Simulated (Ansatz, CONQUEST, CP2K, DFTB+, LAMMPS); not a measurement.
## Codes compared on amorphous carbon (100 atoms)

How near do other programs and methods come to a plane-wave reference for amorphous carbon (100 atoms)? A plane-wave run serves as the reference.

Program: Ansatz 0.2.0. Level of theory: Kohn-Sham DFT, PBE, PAW, plane waves. Results are calculated unless marked as measured.

## (1) The structure

The cell holds 100 atoms: 100 C. Its edges and angles: a = 8.808 Å, b = 8.808 Å, c = 8.808 Å, α = 90.0°, β = 90.0°, γ = 90.0°. 100 atoms (100 C) placed at random at 2.92 g/cm³, melted at 6000 K for 10 ps at fixed volume with the Tersoff potential (Tersoff, Phys. Rev. B 39, 5566 (1989)). Quenched from 6000 K to 300 K at 100 K/ps and fixed volume, held 5 ps, then minimised at fixed cell.

## (2) Reference: Ansatz, plane waves

The PAW files are the set soft_2.

input.yaml

```yaml
crystal:
  lattice:
    - [8.8077, 0.0, 0.0]
    - [0.0, 8.8077, 0.0]
    - [0.0, 0.0, 8.8077]
  atoms:
    - { symbol: C, position: [0.66621, 0.75259, 0.83755] }
    - { symbol: C, position: [0.86239, 0.74927, 0.57293] }
    - { symbol: C, position: [0.08242, 0.4256, 0.76141] }
    - { symbol: C, position: [0.8746, 0.78303, 0.09268] }
    [... 90 atom lines left out ...]
    - { symbol: C, position: [0.79552, 0.65362, 0.82838] }
    - { symbol: C, position: [0.02359, 0.33308, 0.50953] }
    - { symbol: C, position: [0.93801, 0.36266, 0.01832] }
    - { symbol: C, position: [0.58816, 0.01724, 0.89669] }
    - { symbol: C, position: [0.8209, 0.31014, 0.90055] }
    - { symbol: C, position: [0.31363, 0.00484, 0.0081] }
kpoints:
  mp_grid: { grid: [1, 1, 1] }
hamiltonian:
  xc: pbe
scf:
  occupations: { method: fermi_dirac, width: 0.05 }
output:
  forces: true
  eigenvalues: true
  populations: true
  stress: true
```

Command:

```
$ ansatz run input.yaml --threads 4 --pin off --max-ram 8192MiB --backend cpu --events-out ev --progress --plain --runs-dir out
```

Output:

```text
[...]
Pseudopotentials: kind: paw
Pseudopotential: C, paw, valence charge 4, recommended cutoff 420 eV (normal), C.paw.azcp
[... 5 lines on functional and potentials left out ...]
Crystal: 100 atoms, lattice volume = 683.262 Å³
Basis set: ecut = 420 eV, 13301 PW (Γ), exchange–correlation on 120×120×120 points (8 copies of the dense FFT grid, shifted against one another)
Bands: 300, of which v1, the nominal top of the filled ones, is band 200 counted from 1 (199 counted from 0)
Symmetry: 1 space group operations
Space group: P1 (ITA 1), of the structure as read, at distance tolerance 8.8e-5 Å
k-points: 1
[... 3 lines on functional and potentials left out ...]
Initial density: superposition of atomic densities (neutral atoms: chi_scale 0, normalization atom), corrected by the library's trained network
Initial wavefunctions: pseudopotential atomic-orbital guess
[...]
SCF iter   1: F=—  HF=-24990.021248 eV  |F-HF|=—  |Δ(HF+E_count)|=         —  Δρ=1.83e-2  dr2=3.58e0  ethr=1.77e-3  ⟨swp⟩=6.0  Hψ=1242  notcnv=0  defer=71
preconditioner: auto → Kerker (q_TF=auto, 2.495 Å⁻¹)  [metal: Δε(μ)=0.101 eV  Ē_g=14.770 eV  σ=0.050 eV  W_gap=0.46  n_scr=178 (ndim 8)  ℏωp=28.4 eV  f_vac=0.001  D(μ)=22.43/eV (n_scr^D=170)]
[...]
SCF iter   8: F=—  HF=-24989.497789 eV  |F-HF|=—  |Δ(HF+E_count)|=   4.86e-7  Δρ=4.91e-6  dr2=5.05e-7  ethr=1.48e-9  ⟨swp⟩=3.0  Hψ=459  notcnv=0  defer=76
SCF iter   9: F=-24989.497789 eV  HF=-24989.497789 eV  |F-HF|=2.49e-8  |Δ(HF+E_count)|=   4.06e-8  Δρ=1.60e-6  dr2=5.48e-8  ethr=2.50e-11  ⟨swp⟩=17.0  Hψ=1645  notcnv=0
SCF 1 converged in 9 iterations: F = -24989.497789 eV  dr2 = 5.48e-8
[...]
SCF converged after 9 iterations
Free energy (F): -24989.497789 eV
Harris-Foulkes:  -24989.497789 eV  (|F-HF|=2.49e-8)
Internal energy: -24989.252352 eV  (E = F + TS)
E sigma→0 (E₀):  -24989.375071 eV
Entropy (-TS):   -0.245437 eV (-2.454 meV/atom)
Fermi energy:    10.710199 eV
--- Per-component energies (eV) ---
[...]
Σ components = -24989.497789   (vs F -24989.497789, Δ=0.00e0)
--- Forces (eV/Å), atoms counted from 1 ---
  atom   1  C      0.22403921     2.40729486    -0.55505850
  atom   2  C      1.01742887    -1.07445471     3.32542728
  atom   3  C     -1.49496974    -0.88460757    -1.23784973
  atom   4  C      2.64256409     0.26200924     0.27385632
[...]
atom 100  C      1.42111089     0.80677184     0.71007269
  max |Σ_I F_I| component: 1.64e-5 eV/Å
--- Stress (GPa, compression-positive) ---
        6.161990      -6.116121       2.750801
       -6.116121       4.551280      11.896053
        2.750800      11.896052       1.386409
  P = ⅓ Tr σ = 4.0332 GPa (40.332 kbar)
--- Band table (eV) ---
  k-point 0: bands = ["-10.3084", "-9.4824", "-9.1004", "-9.0558", [... 284 levels ...], "19.9268", "19.9583", "20.0136", "20.0978", "20.1895", "20.2340", "20.2997", "20.4213", "20.4791", "20.5272", "20.5874", "20.6072"]
--- Löwdin populations: 100 sites ---
  site symbol       q [e]
     0      C      3.9111
     1      C      3.9382
     2      C      3.9787
[...]
99      C      3.9748
  spilling = 0.006657 (of n_electrons = 400.000000)
```

Run time: 5.5 s. Hardware: 4 threads of Intel Xeon Platinum 8559C (Emerald Rapids), shared host; peak memory 0.97 GiB.

Numbers from this run:

```yaml
free_energy: -24989.4978 eV
free_energy_per_atom: -249.8950 eV/atom
scf_cycles: 9
pressure: 4.033 GPa
r_m_s_force_component: 1.236 eV/Å
longest_force: 3.782 eV/Å
fermi_energy: 10.71 eV
levels_partly_filled_by_over_2_per_cent: 5
spilling_of_the_projection: 0.006657
```

Neighbours are counted within 1.85 Å (C-C).

Length of the force by element and coordination:

```tsv
element	coordination	atoms	mean length of the force (eV/Å)	spread	least	most
C	all	100	1.97	0.828	0.329	3.78
C	3	74	2.09	0.831	0.568	3.78
C	4	26	1.65	0.726	0.329	3.60
```

The mean of these charges, 0.027 e, is only the charge that the projection spills.

Löwdin charges by element and coordination (they lack the spilled electrons, 0.027 e an atom on average):

```tsv
element	coordination	atoms	mean charge (e)	spread	least	most
C	all	100	0.0266	0.0289	-0.049	0.0889
C	3	74	0.0216	0.0314	-0.049	0.0889
C	4	26	0.0409	0.0118	0.0143	0.0635
```

The levels nearest the highest filled one (over half full), pooled over k-points and spins:

```tsv
level less the highest filled one (eV)	occupation
-0.385	2.00
-0.273	1.99
-0.245	1.99
-0.143	1.92
-0.0952	1.80
0	1.15
0.0456	0.704
0.0801	0.428
0.256	0.016
0.405	0.001
0.433	0
0.493	0
```

## (3) Structure statistics

Density 2.92 g/cm³, 6.833 Å³ an atom.

Pair distribution function in bins of 0.1 Å:

```tsv
r (Å)	total
1.25	0.00
1.35	0.06
1.45	4.61
1.55	2.75
1.65	0.52
1.75	0.00
1.85	0.00
1.95	0.00
2.05	0.03
2.15	0.12
2.25	0.41
2.35	0.98
2.45	2.36
2.55	2.26
2.65	1.27
2.75	1.08
2.85	1.07
2.95	0.89
3.05	0.99
3.15	0.96
3.25	1.02
3.35	0.87
3.45	0.99
3.55	1.04
3.65	0.99
3.75	1.13
3.85	1.26
3.95	0.96
4.05	0.66
4.15	0.82
4.25	0.85
4.35	0.96
```

Bonds by pair of elements; cutoffs follow the first minimum of g(r), held within bounds set by covalent radii, and pairs that aren't listed don't count as bonded:

```tsv
pair A-B	cutoff (Å)	bonds	mean length (Å)	spread (Å)	shortest (Å)	B about A	A about B
C-C	1.85	163	1.50	0.064	1.40	3.26	3.26
```

How many atoms have how many bonded neighbours:

```tsv
element	mean	3	4
C	3.26	74	26
```

Rings of the network by King's shortest-path rule, up to 12 atoms, one path for each pair of neighbours; H, halogens, alkali and alkaline-earth atoms are left out, and the last column divides by all other atoms, bonded or not:

```tsv
ring size (atoms)	rings	per network atom
5	2	0.02
6	17	0.17
7	17	0.17
8	30	0.3
9	18	0.18
10	8	0.08
11	1	0.01
```

## (4) What was run beside it

The programs:
- CONQUEST 1.3: pseudo-atomic orbitals (double zeta with polarisation, or contracted to multi-site or on-site support functions) with norm-conserving potentials on an integration grid.
- CP2K 2026.2: Gaussian basis with GTH pseudopotentials and a plane-wave density; labels give functional, basis (MOLOPT sets; SR short-range, UZH the newer set with its own potentials), grid cutoff/relative cutoff and solver (OT: orbital transformation; TRS4, TC2, SIGN: linear-scaling purification with its sparsity filter), or its built-in tight binding.
- DFTB+ 25.1: tight binding, with Slater–Koster sets (DFTB) or xTB through its tblite library.

All use the same cell and atoms; the electronic-structure runs use the same k-mesh, and an electronic temperature of 580 K (0.05 eV) where levels are smeared.

Differences are against the plane-wave reference, forces as r.m.s. over components; share is that over the reference's r.m.s. force, slope the least-squares factor from reference forces to these. Total energies of different programs have different zeros and aren't compared.

```tsv
run	Δ force, r.m.s. (meV/Å)	share (%)	slope	Δ pressure (GPa)	cores	CPU time	memory (GiB)
reference	-	-	-	-	4	19 s	0.97
CONQUEST PBE, grid 40 Ha (coarse)	131	10.6	1.006	5.87	2	6 min	3.3
CONQUEST PBE, grid 80 Ha	127	10.3	1.007	5.88	4	12 min	6.5
CP2K PBE, DZVP-MOLOPT-SR, 450/50 Ry, diagonalisation	27.1	2.19	1.013	0.919	4	9.7 min	2.3
CP2K PBE, DZVP-MOLOPT-SR, 450/70 Ry, diagonalisation	27.1	2.19	1.013	0.919	4	16 min	2.4
DFTB+ DFTB 3ob-3-1	512	41.4	1.232	14.0	1	1.3 s	0.1
DFTB+ DFTB mio-1-1	673	54.4	1.308	2.64	1	1.1 s	0.1
DFTB+ IPEA1-xTB	579	46.9	1.349	-29.2	1	27 s	1.3
```

Rows marked coarse were listed beforehand as settings not expected to be converged; some can still land near the reference.

CPU time is summed over cores on a shared host, where runs went side by side, so it is rough. Symmetry, cutoffs, thresholds, outputs and thread counts weren't matched or tuned between programs; memory under MPI is the largest rank's times the ranks.

Within one program, basis, potentials and functional, energies share a zero. Each run against its twin at the usual cutoff or grid and solver:

```tsv
run	twin	Δ energy (meV/atom)	Δ force, r.m.s. (meV/Å)	CPU time over the twin's
CONQUEST PBE, grid 40 Ha	grid 80 Ha	-0.747	22.8	0.52 (this twin ran on 4 cores)
CP2K PBE, DZVP-MOLOPT-SR, 450/70 Ry, diagonalisation	DZVP-MOLOPT-SR, 450/50 Ry, diagonalisation	0	0.123	1.7
```

## (5) Results

| Quantity | Value |
| --- | --- |
| reference r.m.s. force component | 1.24 eV/Å |
| nearest in forces | a tie at 2.2 % of 2 runs: CP2K PBE, DZVP-MOLOPT-SR, 450/50 Ry, diagonalisation; CP2K PBE, DZVP-MOLOPT-SR, 450/70 Ry, diagonalisation |
| farthest in forces | DFTB+ DFTB mio-1-1, 54 % |
| cheapest electronic-structure run beside the reference | DFTB+ DFTB mio-1-1, 1.1 s of CPU time |

In words: The PBE runs in local orbitals, coarse settings apart, differ by 2.2 % (CP2K PBE, DZVP-MOLOPT-SR, 450/70 Ry, diagonalisation) to 10 % (CONQUEST PBE, grid 80 Ha); basis, grid and potentials can all enter. Tight binding differs by 41 % (DFTB+ DFTB 3ob-3-1) to 54 % (DFTB+ DFTB mio-1-1); it is another model, with fitted parameters of its own, and the xTB methods hold dispersion. IPEA1-xTB was fitted to ionisation energies and electron affinities, not to forces or charges. Runs with settings chosen to be coarse differ by 11 % (CONQUEST PBE, grid 40 Ha), their programs' other errors included. Of the electronic-structure runs that take under half the reference's CPU time, DFTB+ DFTB 3ob-3-1 comes nearest, at 41 % in 1.3 s against 19 s; its pressure misses by +14.0 GPa. In pressure, CONQUEST PBE, grid 80 Ha misses by +5.9 GPa, at the same functional. In the reference: counting bands leaves a spacing of only 0.046 eV (at Γ alone), which the smearing bridges: 5 levels are partly filled by over 2 %, so a gap, if any, is small at this level. In the reference: Löwdin charges run from -0.05 to +0.09 e, about a mean that is the spilled charge alone. Periodic xTB results under one method name differ between programs and library versions (DFTB+ here holds tblite 0.3). The quench rate of 100 K/ps is many orders above laboratory rates, so the cell is likely richer in defects and strain than a real sample. The network of bonds at the start is that of the classical potential that made the cell, and needn't be the one that DFT or experiment would give. The reference's stress is far from hydrostatic: its diagonal is 6.2, 4.6, 1.4 GPa, compression counted positive. The reference's pressure of 4.0 GPa belongs to a cell and atoms that aren't relaxed at this level. The electronic-structure runs sample only Γ, in a cell whose shortest periodic width is 9 Å, which is coarse for a cell with partly filled levels.

[Also dropped from logs without a mark: logging warnings of Python, and SIESTA's first energy breakdown and zero terms.]

[Logs are printed without paths, hosts, clocks, repeated set-up lines and the standing remarks that a program may print on its own settings, such as how far it seeks lower states.]

[Hosts, paths, dates, database ids (printed as entryN), source tags and the programs' standing remarks are cut or masked in the printed files.]
